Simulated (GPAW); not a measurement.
Consider YSe (Fm-3m).

```
Y Se
1.0
     0.00000    2.85150    2.85150
     2.85150    0.00000    2.85150
     2.85150    2.85150    0.00000
Y Se
1 1
Direct
  0.50000 0.50000 0.50000
  0.00000 0.00000 0.00000
```

Absorber: atom 1, with 6 Se at 2.85 Å (octahedral, site symmetry m-3m). Method: GPAW, LDA, excited-electron core hole (neutral cell), 8-atom cell with 5.7 Å between holes, 5×5×5 k points, dipole transitions, Gaussian full width 1.5 eV up to 4 eV, rising linearly to 3.5 eV at 25 eV.

What does the Y L₃ edge look like?

Main maxima up to 30 eV above the zero (height): 1.0 eV (3.66), 7.4 eV (0.85), 15.6 eV (0.76) and 26.0 eV (0.76). At an L edge the dipole rule selects empty d (and weakly s) states on the absorber, and the strong line at the onset measures the empty part of its d band. 

The Y L₃ spectrum (energy from the lowest empty level; intensity scaled to a mean of 1 over the first 20 eV):

```
E (eV)  intensity
  -2.0       0.01
  -1.5       0.07
  -1.0       0.36
  -0.5       1.18
   0.0       2.40
   0.5       3.36
   1.0       3.66
   1.5       3.45
   2.0       3.09
   2.5       2.50
   3.0       1.77
   3.5       1.23
   4.0       0.90
   4.5       0.67
   5.0       0.51
   5.5       0.51
   6.0       0.61
   6.5       0.74
   7.0       0.83
   7.5       0.85
   8.0       0.78
   8.5       0.67
   9.0       0.57
   9.5       0.53
  10.0       0.54
  10.5       0.57
  11.0       0.57
  11.5       0.53
  12.0       0.48
  12.5       0.45
  13.0       0.46
  13.5       0.51
  14.0       0.59
  14.5       0.67
  15.0       0.73
  15.5       0.75
  16.0       0.74
  16.5       0.69
  17.0       0.62
  17.5       0.55
  18.0       0.50
  18.5       0.48
  19.0       0.48
  19.5       0.49
  20.0       0.50
  20.5       0.50
  21.0       0.50
  21.5       0.50
  22.0       0.51
  22.5       0.52
  23.0       0.55
  23.5       0.58
  24.0       0.63
  24.5       0.67
  25.0       0.72
  25.5       0.75
  26.0       0.76
  26.5       0.75
  27.0       0.72
  27.5       0.69
  28.0       0.65
  28.5       0.62
  29.0       0.59
  29.5       0.57
  30.0       0.54
  30.5       0.51
  31.0       0.49
  31.5       0.47
  32.0       0.46
```

Only the L₃ part is meant: spin–orbit coupling of the core level isn't computed and the L₂ copy isn't added. The primitive cell holds an odd number of electrons, so a spin-paired run has to come out metallic; that is right for a metal, but some such compounds are magnetic or distorted insulators. The holes are only 5.7 Å apart, so the shape is probably not converged with cell size; no larger cell was run here. Lifetime broadening is put in by hand, and intensities beyond about 20 eV depend on it and on the partial waves; weight that the partial waves miss at high energy is lost. The structure is a published determination, not relaxed.

[Banner, clock and machine lines of the logs are left out without a mark of their own.]

[Logs are printed without paths, hosts, clocks, repeated set-up lines and the standing remarks that a program may print on its own settings, such as how far it seeks lower states.]

[Hosts, paths, dates, database ids (printed as entryN), source tags and the programs' standing remarks are cut or masked in the printed files.]

[Lists of maxima count a maximum above −3 eV only where it reaches 4 % of the highest in the window and stands out from its surroundings by 2 % of it (1.5 % where it reaches 55 %); shoulders and weaker maxima are passed over, and of the rest the first, up to two pre-edge ones and the few strongest are named.]
